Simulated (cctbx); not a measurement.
# Ho5In4Sn2 with cctbx, script by script

Library: cctbx 2025.11. The data are simulated by the first script.

## 1. Simulate the data

run.py:

```python
from cctbx import adptbx, crystal, miller, sgtbx, xray
from cctbx.array_family import flex
from iotbx.shelx import hklf
from scitbx import matrix
import scitbx.random

cs = crystal.symmetry(unit_cell=(8.208, 18.829, 3.719, 90, 90, 90), space_group_symbol='Hall: -P 2 2ab')  # Pbam
atoms = [  # label, site, U (iso, or U11 U22 U33 U12 U13 U23 in A^2), occupancy
    ("Ho1", (0.5, 0.5, 0), 0.0089, 1),
    ("Ho2", (0.7432, 0.2771, 0), 0.0074, 1),
    ("Ho3", (0.6128, 0.0866, 0), 0.0091, 1),
    ("Sn1", (0.5265, 0.1976, 0.5), 0.0101, 1),
    ("In1", (0.7825, 0.4309, 0.5), 0.0092, 1),
    ("In2", (0.9281, 0.148, 0.5), 0.0078, 1),
]
xs = xray.structure(crystal_symmetry=cs)
for label, site, u, occ in atoms:
    u = adptbx.u_cif_as_u_star(cs.unit_cell(), u) if isinstance(u, tuple) else u
    xs.add_scatterer(xray.scatterer(label, site=site, u=u, occupancy=occ))
xs.set_inelastic_form_factors(0.71073, "sasaki")
xs.show_summary()
p1 = xs.expand_to_p1()
ms = miller.build_set(p1, anomalous_flag=True, d_min=0.77)
flex.set_random_seed(911629)
scitbx.random.set_random_seed(911629)
ms = ms.select(flex.random_double(ms.size()) < 0.95)
i = ms.structure_factors_from_scatterers(p1, algorithm="direct").f_calc().as_intensity_array().data()
i = i * 20000 / flex.max(i)
sig = flex.sqrt(i + flex.pow2(0.015 * i) + 2 ** 2)
noise = scitbx.random.variate(scitbx.random.normal_distribution())(i.size())
data = ms.array(data=i + sig * noise, sigmas=sig).set_observation_type_xray_intensity()
with open("data.hkl", "w") as f:
    data.export_as_shelx_hklf(f)
print("reflections written:", data.size(), " <I/sigma> = %.1f" % flex.mean(data.data() / data.sigmas()))
for h, a, b in list(data.sort("data"))[:12]:
    print("%4d%4d%4d %9.1f %7.1f" % (h + (a, b)))
```

```console
$ python run.py
```

```text
Number of scatterers: 6
At special positions: 6
Unit cell: (8.208, 18.829, 3.719, 90, 90, 90)
Space group: P b a m (No. 55)
reflections written: 4985  <I/sigma> = 14.2
   0   0  -2   19870.9   331.7
   0   0   2   19726.2   331.7
  -2  -2   1    8482.0   152.6
  -2   2  -1    8457.3   152.6
  -2  -2  -1    8210.0   152.6
  -2   2   1    8207.0   152.6
   2  -2   1    8198.9   152.6
   2   2  -1    8189.1   152.6
   2  -2  -1    8105.0   152.6
   2   2   1    7985.3   152.6
  -3  -2   0    7279.3   133.8
   0   0  -4    7212.1   135.4
```

Run time: 0.42 s on 1 thread of Arm Neoverse N1, with other jobs on the host, peak memory 0.07 GiB.

## 2. Symmetry

run.py:

```python
from cctbx import crystal, sgtbx, statistics
from cctbx.array_family import flex
from iotbx.shelx import hklf

p1 = crystal.symmetry(unit_cell=(8.208, 18.829, 3.719, 90, 90, 90), space_group_symbol="P 1")
raw = hklf.reader(file_name="data.hkl").as_miller_arrays(crystal_symmetry=p1, anomalous=True)[0]
print(raw.size(), "reflections to d = %.3f A" % raw.d_min())
isig = raw.data() / raw.sigmas()
print("centring   violations  <I/sigma> of those")
best = "P"
for c in "ABCIRF":
    a = raw.customized_copy(space_group_info=sgtbx.space_group_info("Hall: %s 1" % c)).sys_absent_flags().data()
    m = flex.mean(isig.select(a))
    print("%5s %10d of %5d %8.1f" % (c, (isig.select(a) > 4).count(True), a.count(True), m))
    if (isig.select(a) > 4).count(True) < 0.01 * a.count(True):
        best = c
raw = raw.select(~raw.customized_copy(space_group_info=sgtbx.space_group_info("Hall: %s 1" % best)).sys_absent_flags().data())
isig = raw.data() / raw.sigmas()
rows = []
for s in sgtbx.space_group_symbol_iterator():
    g = sgtbx.space_group(s)
    if g.conventional_centring_type_symbol() != best or not g.is_compatible_unit_cell(p1.unit_cell(), 1e-3, 0.02):
        continue
    rows.append((s, g))
print("Laue class    unique    Rint  (classes that these axes allow; Friedel mates merged)")
rint = {}
for s, g in rows:
    laue = g.build_derived_patterson_group()
    key = laue.type().hall_symbol()
    if key not in rint:
        m = raw.customized_copy(space_group_info=laue.info(), anomalous_flag=False).merge_equivalents()
        rint[key] = m.r_int()
        print("%-14s %6d %7.3f" % (laue.type().lookup_symbol(), m.array().size(), m.r_int()))
floor = min(rint.values())
good = [(s, g) for s, g in rows if rint[g.build_derived_patterson_group().type().hall_symbol()] < 2 * floor + 0.03]
top = max(g.build_derived_patterson_group().order_z() for s, g in good)
print("space group    extra absences  I>4sigma  <I/sigma>")
for s, g in good:
    laue = g.build_derived_patterson_group()
    if laue.order_z() != top:
        continue
    a = raw.customized_copy(space_group_info=g.info()).sys_absent_flags().data()
    a &= ~raw.customized_copy(space_group_info=laue.info()).sys_absent_flags().data()
    bad = (isig.select(a) > 4).count(True)
    if bad <= 0.03 * a.count(True):
        print("%-16s %8d %10d %9s  %s" % (s.universal_hermann_mauguin(), a.count(True), bad, "%.1f" % flex.mean(isig.select(a)) if a.count(True) else "-", "centric" if g.is_centric() else "acentric"))
laue = max(good, key=lambda t: t[1].build_derived_patterson_group().order_z())[1].build_derived_patterson_group()
f = raw.customized_copy(space_group_info=laue.info(), anomalous_flag=False).merge_equivalents().array().eliminate_sys_absent().f_sq_as_f()
f.set_observation_type_xray_amplitude()
bins = max(3, min(8, f.size() // 12))
f.setup_binner(n_bins=bins)
w = statistics.wilson_plot(f, {e: n / laue.order_z() for e, n in {'Ho': 10.0, 'Sn': 4.0, 'In': 8.0}.items()}, e_statistics=True)
print("Wilson B = %.2f A^2   <|E^2-1|> = %.3f (0.968 centric, 0.736 acentric)   E^2>4: %.1f %%" % (w.wilson_b, w.mean_e_sq_minus_1, w.percent_e_sq_gt_2))
print("shell (A)         n   <I/sigma>")
m = raw.customized_copy(space_group_info=laue.info(), anomalous_flag=False).merge_equivalents().array().eliminate_sys_absent()
for b in m.setup_binner(n_bins=bins).range_used():
    sel = m.binner().selection(b)
    print("%5.2f - %4.2f %6d %8.1f" % (min(m.binner().bin_d_range(b)[0] if m.binner().bin_d_range(b)[0] > 0 else 99, 99), m.binner().bin_d_range(b)[1], sel.count(True), flex.mean((m.data() / m.sigmas()).select(sel))))
```

```console
$ python run.py
```

```text
4985 reflections to d = 0.771 A
centring   violations  <I/sigma> of those
    A       1893 of  2491     14.1
    B       1859 of  2524     14.1
    C       1790 of  2477     13.0
    I       1860 of  2484     14.1
    R       2526 of  3322     14.2
    F       2771 of  3746     13.8
Laue class    unique    Rint  (classes that these axes allow; Friedel mates merged)
P -1             2626   0.023
P 1 2/m 1        1367   0.027
P 1 1 2/m        1525   0.027
P 2/m 1 1        1413   0.027
P m m m           836   0.029
space group    extra absences  I>4sigma  <I/sigma>
P 2 2 2                 0          0         -  acentric
P 21 2 2               10          0      -0.1  acentric
P 2 21 2               22          0       0.3  acentric
P 21 21 2              32          0       0.2  acentric
P m m 2                 0          0         -  acentric
P 2 m m                 0          0         -  acentric
P m 2 m                 0          0         -  acentric
P 21 a m               75          0       0.1  acentric
P b 21 m              169          0      -0.1  acentric
P m a 2                75          0       0.1  acentric
P b m 2               169          0      -0.1  acentric
P b a 2               244          0      -0.0  acentric
P m m m                 0          0         -  centric
P b m m               169          0      -0.1  centric
P m a m                75          0       0.1  centric
P b a m               244          0      -0.0  centric
Wilson B = 0.69 A^2   <|E^2-1|> = 0.894 (0.968 centric, 0.736 acentric)   E^2>4: 3.5 %
shell (A)         n   <I/sigma>
18.83 - 1.54    132     33.8
 1.54 - 1.22    102     38.7
 1.22 - 1.07    112     35.0
 1.07 - 0.97     96     32.9
 0.97 - 0.90     99     28.4
 0.90 - 0.85    107     28.6
 0.85 - 0.81     91     26.8
 0.81 - 0.77     97     25.3
```

Time: 0.59 s.

## 3. Patterson map

run.py:

```python
from cctbx import crystal, maptbx
from iotbx.shelx import hklf

cs = crystal.symmetry(unit_cell=(8.208, 18.829, 3.719, 90, 90, 90), space_group_symbol='Hall: -P 2 2ab')  # Pbam
raw = hklf.reader(file_name="data.hkl").as_miller_arrays(crystal_symmetry=cs, anomalous=True)[0]
merged = raw.eliminate_sys_absent().merge_equivalents()
fo2 = merged.array().set_observation_type_xray_intensity()
f = fo2.average_bijvoet_mates().f_sq_as_f()
pm = f.patterson_map(symmetry_flags=maptbx.use_space_group_symmetry, sharpening=False, resolution_factor=0.25)
peaks = pm.peak_search(parameters=maptbx.peak_search_parameters(min_distance_sym_equiv=0.4, max_clusters=14)).all()
top = peaks.heights()[0]
print("Patterson group", f.patterson_symmetry().space_group_info())
print("      u       v       w   height  length (A)")
for x, h in zip(peaks.sites(), peaks.heights()):
    y = [t - round(t) for t in x]
    print("%7.3f %7.3f %7.3f %8.1f %8.2f" % (x + (1000 * h / top, cs.unit_cell().length(y))))
```

```console
$ python run.py
```

```text
Patterson group P m m m
      u       v       w   height  length (A)
  0.000   0.000   0.000   1000.0     0.00
  0.000   0.500   0.000    264.5     9.41
  0.303   0.069   0.500    217.5     3.37
  0.500   0.207   0.500    214.4     5.95
  0.240   0.224   0.000    206.1     4.66
  0.070   0.151   0.500    189.5     3.45
  0.500   0.500   0.000    165.2    10.27
  0.378   0.082   0.000    164.6     3.47
  0.144   0.303   0.000    163.5     5.83
  0.500   0.336   0.000    159.2     7.54
  0.223   0.425   0.500    149.9     8.43
  0.344   0.366   0.000    147.5     7.45
  0.250   0.276   0.000    139.8     5.59
  0.500   0.294   0.500    132.3     7.13
```

Time: 0.4 s.

## 4. Charge flipping

run.py:

```python
import itertools
from cctbx import crystal, maptbx
from cctbx.array_family import flex
from iotbx.shelx import hklf
from smtbx.ab_initio import charge_flipping as cf

cs = crystal.symmetry(unit_cell=(8.208, 18.829, 3.719, 90, 90, 90), space_group_symbol='Hall: -P 2 2ab')  # Pbam
raw = hklf.reader(file_name="data.hkl").as_miller_arrays(crystal_symmetry=cs, anomalous=True)[0]
merged = raw.eliminate_sys_absent().merge_equivalents()
fo2 = merged.array().set_observation_type_xray_intensity()
f = fo2.average_bijvoet_mates().f_sq_as_f().resolution_filter(d_min=0.9)
p1 = f.expand_to_p1()
p1.setup_binner_counting_sorted(reflections_per_bin=max(40, p1.size() // 12))
work = p1.array(data=p1.data() / p1.amplitude_quasi_normalisations().data())
flex.set_random_seed(40614)
it = cf.weak_reflection_improved_iterator(delta=None, weak_reflection_fraction=0.3)
it.start(work, phases=flex.random_double(p1.size()) * 6.2832, f_000=0)
it.delta = 1.1 * it.rho_map.sigma()
print("cycle      R  skewness")
for n, st in enumerate(itertools.islice(it, 300)):
    if n % 25 == 0:
        print("%5d %6.3f %8.2f" % (n, st.r1_factor(), st.rho_map.skewness()))
rho = p1.phase_transfer(it.f_calc).fft_map().apply_volume_scaling()
polish = cf.low_density_elimination_iterator(constant_rho_c=rho.sigma())
polish.start(f_obs=p1, phases=it.f_calc, f_000=0)
for _ in range(8):
    next(polish)
print("origin shift          correlation  skewness")
maps = []
for fc, shift, cc in itertools.islice(cf.f_calc_symmetrisations(f, polish.f_calc, 0), 4):
    m = f.phase_transfer(fc).fft_map(symmetry_flags=maptbx.use_space_group_symmetry, resolution_factor=0.25).apply_sigma_scaling()
    maps.append((m.skewness(), cc, m))
    print("%6.3f %6.3f %6.3f %10.3f %9.2f" % (tuple(shift) + (cc, m.skewness())))
skew, cc, m = max((t for t in maps if t[1] > maps[0][1] - 0.04), key=lambda t: t[0])
print("taken: symmetry correlation %.3f, skewness %.2f" % (cc, skew))
peaks = m.peak_search(parameters=maptbx.peak_search_parameters(min_distance_sym_equiv=0.9, max_clusters=11)).all()
sps = cs.special_position_settings(min_distance_sym_equiv=0.5)
print("peak      x       y       z  mult  height/sigma")
for k, (x, h) in enumerate(zip(peaks.sites(), peaks.heights())):
    ss = sps.site_symmetry(x)
    print("Q%-3d %7.4f %7.4f %7.4f %4d %8.1f" % ((k + 1,) + tuple(t % 1 for t in ss.exact_site()) + (ss.multiplicity(), h)))
```

```console
$ python run.py
```

```text
cycle      R  skewness
    0  0.620     0.23
   25  0.525     1.86
   50  0.506     2.69
   75  0.489     2.69
  100  0.493     2.85
  125  0.490     2.80
  150  0.484     2.78
  175  0.491     2.74
  200  0.480     2.82
  225  0.509     2.79
  250  0.498     2.88
  275  0.486     2.74
origin shift          correlation  skewness
 0.434  0.249  0.161      0.820      1.28
 0.437  0.318  0.161      0.804      1.36
 0.185  0.319  0.216      0.772      1.29
 0.435  0.250  0.029      0.810      0.45
taken: symmetry correlation 0.804, skewness 1.36
peak      x       y       z  mult  height/sigma
Q1    0.0386  0.6463  0.5000    4      9.1
Q2    0.2365  0.9184  0.0000    4      7.4
Q3    0.1292  0.2269  0.0000    4      5.4
Q4    0.1015  0.0631  0.5000    4      4.8
Q5    0.0000  0.0000  0.5000    2      4.5
Q6    0.0002  0.0842  0.0000    4      3.9
Q7    0.2057  0.3611  0.5000    4      3.7
Q8    0.1132  0.7997  0.5000    4      3.7
Q9    0.2628  0.2817  0.5000    4      3.7
Q10   0.0938  0.5082  0.0000    4      3.6
Q11   0.0808  0.1922  0.5000    4      3.4
```

Time: 0.71 s.

## 5. Refinement (model from the peaks)

run.py:

```python
import math
from cctbx import adptbx, crystal, maptbx, sgtbx, xray
from cctbx.array_family import flex
from cctbx.xray import observations
from iotbx.shelx import hklf
from scitbx.lstbx import normal_eqns_solving
from smtbx import absolute_structure, utils
from smtbx.refinement import constraints, least_squares

cs = crystal.symmetry(unit_cell=(8.208, 18.829, 3.719, 90, 90, 90), space_group_symbol='Hall: -P 2 2ab')  # Pbam
atoms = [  # label, site, U (iso, or U11 U22 U33 U12 U13 U23 in A^2), occupancy
    ("Ho1", (0.0386, 0.6463, 0.5), 0.0200, 1),
    ("Ho2", (0.2365, 0.9184, 0), 0.0200, 1),
    ("Sn1", (0.1292, 0.2269, 0), 0.0200, 1),
    ("In1", (0.1015, 0.0631, 0.5), 0.0200, 1),
    ("Ho3", (0, 0, 0.5), 0.0200, 1),
    ("In2", (0.0002, 0.0842, 0), 0.0200, 1),
]
xs = xray.structure(crystal_symmetry=cs)
for label, site, u, occ in atoms:
    u = adptbx.u_cif_as_u_star(cs.unit_cell(), u) if isinstance(u, tuple) else u
    xs.add_scatterer(xray.scatterer(label, site=site, u=u, occupancy=occ))
xs.set_inelastic_form_factors(0.71073, "sasaki")
raw = hklf.reader(file_name="data.hkl").as_miller_arrays(crystal_symmetry=cs, anomalous=True)[0]
merged = raw.eliminate_sys_absent().merge_equivalents()
fo2 = merged.array().set_observation_type_xray_intensity()
print("Rint %.3f, %d unique reflections to %.2f A" % (merged.r_int(), fo2.size(), fo2.d_min()))
for sc in xs.scatterers():
    sc.flags.set_grad_site(True)
    sc.flags.set_grad_u_aniso(sc.flags.use_u_aniso())
    sc.flags.set_grad_u_iso(sc.flags.use_u_iso())
obs = fo2.as_xray_observations()
extra = {}
rep = constraints.reparametrisation(xs, [], utils.connectivity_table(xs), **extra)
ls = least_squares.crystallographic_ls(obs, rep, weighting_scheme=least_squares.mainstream_shelx_weighting(a=0, b=0))
print("cycle     R1     wR2    GooF  max shift (A)")
for cycle in range(6):
    ls.build_up()
    r1, wr2, goof = ls.r1_factor(cutoff_factor=2)[0], ls.wR2(), ls.goof()
    old = xs.sites_cart()
    normal_eqns_solving.levenberg_marquardt_iterations(ls, n_max_iterations=3, tau=0.0001, step_threshold=1e-7)
    big = flex.max((xs.sites_cart() - old).norms())
    print("%4d %7.4f %7.4f %7.3f %9.5f" % (cycle + 1, r1, wr2, goof, big))
    ls.build_up(objective_only=True)
    if abs(ls.wR2() - wr2) < 5e-5 and big < 5e-4:
        break
ls.build_up()
print("final R1 %.4f wR2 %.4f GooF %.3f  parameters %d  data/parameter %.1f" % (ls.r1_factor(cutoff_factor=2)[0], ls.wR2(), ls.goof(), ls.n_parameters, fo2.size() / ls.n_parameters))
cov = ls.covariance_matrix_and_annotations()
su = dict(zip(cov.annotations, (math.sqrt(max(v, 0)) for v in cov.matrix.matrix_packed_u_diagonal())))
a2 = cs.unit_cell().reciprocal_parameters()[0] ** -2
print("atom        x        y        z      Ueq    occ   su(xyz)  su(Uiso or U11)")
for sc in xs.scatterers():
    s = max(su.get(sc.label + k, 0) for k in (".x", ".y", ".z"))
    npd = "" if sc.is_positive_definite_u(cs.unit_cell()) else "  NPD"
    print("%-5s %8.5f %8.5f %8.5f %8.4f %6.3f %8.5f %7.4f%s" % ((sc.label,) + sc.site + (sc.u_iso_or_equiv(cs.unit_cell()), sc.occupancy, s, su.get(sc.label + ".uiso", su.get(sc.label + ".u11", 0) * a2), npd)))
fo = fo2.f_sq_as_f()
fc = fo.structure_factors_from_scatterers(xs, algorithm="direct").f_calc()
diff = fo.f_obs_minus_f_calc(1 / math.sqrt(ls.scale_factor()), fc).average_bijvoet_mates()
m = diff.fft_map(symmetry_flags=maptbx.use_space_group_symmetry, resolution_factor=0.25).apply_volume_scaling()
print("difference map: max %.2f min %.2f rms %.2f" % (m.statistics().max(), m.statistics().min(), m.statistics().sigma()))
peaks = m.peak_search(parameters=maptbx.peak_search_parameters(min_distance_sym_equiv=0.6, max_clusters=5)).all()
near = xs.closest_distances(peaks.sites(), distance_cutoff=4)
sps = cs.special_position_settings(min_distance_sym_equiv=0.5)
for k, (x, h) in enumerate(zip(peaks.sites(), peaks.heights())):
    ss = sps.site_symmetry(x)
    print("Q%-3d %7.4f %7.4f %7.4f %4d %7.2f  %.2f A from %s" % ((k + 1,) + tuple(t % 1 for t in ss.exact_site()) + (ss.multiplicity(), h, near.smallest_distances[k], xs.scatterers()[near.i_seqs[k]].label)))
```

```console
$ python run.py
```

```text
Rint 0.029, 762 unique reflections to 0.77 A
cycle     R1     wR2    GooF  max shift (A)
   1  0.8213  0.9785  43.195   0.22427
   2  0.7063  0.9376  41.387   0.07068
   3  0.6917  0.9303  41.066   0.05098
   4  0.6890  0.9282  40.974   0.03270
   5  0.6883  0.9276  40.947   0.02978
   6  0.6877  0.9272  40.929   0.04036
final R1 0.6868 wR2 0.9268 GooF 40.912  parameters 16  data/parameter 47.6
atom        x        y        z      Ueq    occ   su(xyz)  su(Uiso or U11)
Ho1    0.06837  0.65451  0.50000   0.0322  1.000  0.00511  0.0101
Ho2    0.25645  0.91192  0.00000   0.0001  1.000  0.00255  0.0059
Sn1    0.10693  0.22742  0.00000   0.0001  1.000  0.00412  0.0077
In1    0.07397  0.04927  0.50000   0.0201  1.000  0.00684  0.0118
Ho3    0.00000  0.00000  0.50000   0.8323  1.000  0.00000  0.9117
In2    0.00640  0.08011  0.00000   0.0139  1.000  0.00568  0.0097
difference map: max 399.13 min -153.87 rms 31.72
Q1    0.2407  0.4134  0.0000    4  420.17  0.04 A from Ho2
Q2    0.1045  0.2266  0.0000    4  374.59  0.02 A from Sn1
Q3    0.0713  0.0594  0.5000    4  257.32  0.19 A from In1
Q4    0.1484  0.5063  0.0000    4  209.13  1.94 A from Ho2
Q5    0.2195  0.3800  0.5000    4  190.22  1.96 A from Ho2
```

Time: 0.79 s.

Figures of merit this high mean that the model is still wrong or incomplete.

## 6. Charge flipping

run.py, as its changes from the last script of this kind:

```diff
@@ -13,3 +13,2 @@
-p1.setup_binner_counting_sorted(reflections_per_bin=max(40, p1.size() // 12))
-work = p1.array(data=p1.data() / p1.amplitude_quasi_normalisations().data())
-flex.set_random_seed(40614)
+work = p1
+flex.set_random_seed(40615)
@@ -20,2 +19,2 @@
-for n, st in enumerate(itertools.islice(it, 300)):
-    if n % 25 == 0:
+for n, st in enumerate(itertools.islice(it, 600)):
+    if n % 50 == 0:
```

```console
$ python run.py
```

```text
cycle      R  skewness
    0  0.632     0.30
   50  0.322     3.47
  100  0.318     3.37
  150  0.313     3.38
  200  0.329     3.45
  250  0.319     3.45
  300  0.331     3.55
  350  0.316     3.41
  400  0.317     3.47
  450  0.317     3.52
  500  0.329     3.43
  550  0.323     3.46
origin shift          correlation  skewness
 0.193  0.034  0.348      0.835      2.30
 0.181  0.482  0.363      0.830      1.71
 0.210  0.275  0.308      0.829      1.87
 0.194  0.340  0.368      0.806      1.22
taken: symmetry correlation 0.835, skewness 2.30
peak      x       y       z  mult  height/sigma
Q1    0.0836  0.5866  0.0000    4      9.5
Q2    0.2441  0.2688  0.0000    4      8.6
Q3    0.0223  0.6961  0.5000    4      8.2
Q4    0.2208  0.4354  0.5000    4      6.8
Q5    0.0000  0.0000  0.0000    2      6.4
Q6    0.1015  0.1341  0.5000    4      6.1
Q7    0.1446  0.0187  0.5000    4      5.9
Q8    0.1622  0.8715  0.0000    4      4.0
Q9    0.0824  0.1987  0.5000    4      3.2
Q10   0.2480  0.3313  0.5000    4      3.1
Q11   0.0686  0.1246  0.0000    4      2.8
```

It took 0.86 s on 1 thread of Arm Neoverse N1 (shared host), peak memory 0.08 GiB.

[Logs are printed without paths, hosts, clocks, repeated set-up lines and the standing remarks that a program may print on its own settings, such as how far it seeks lower states.]
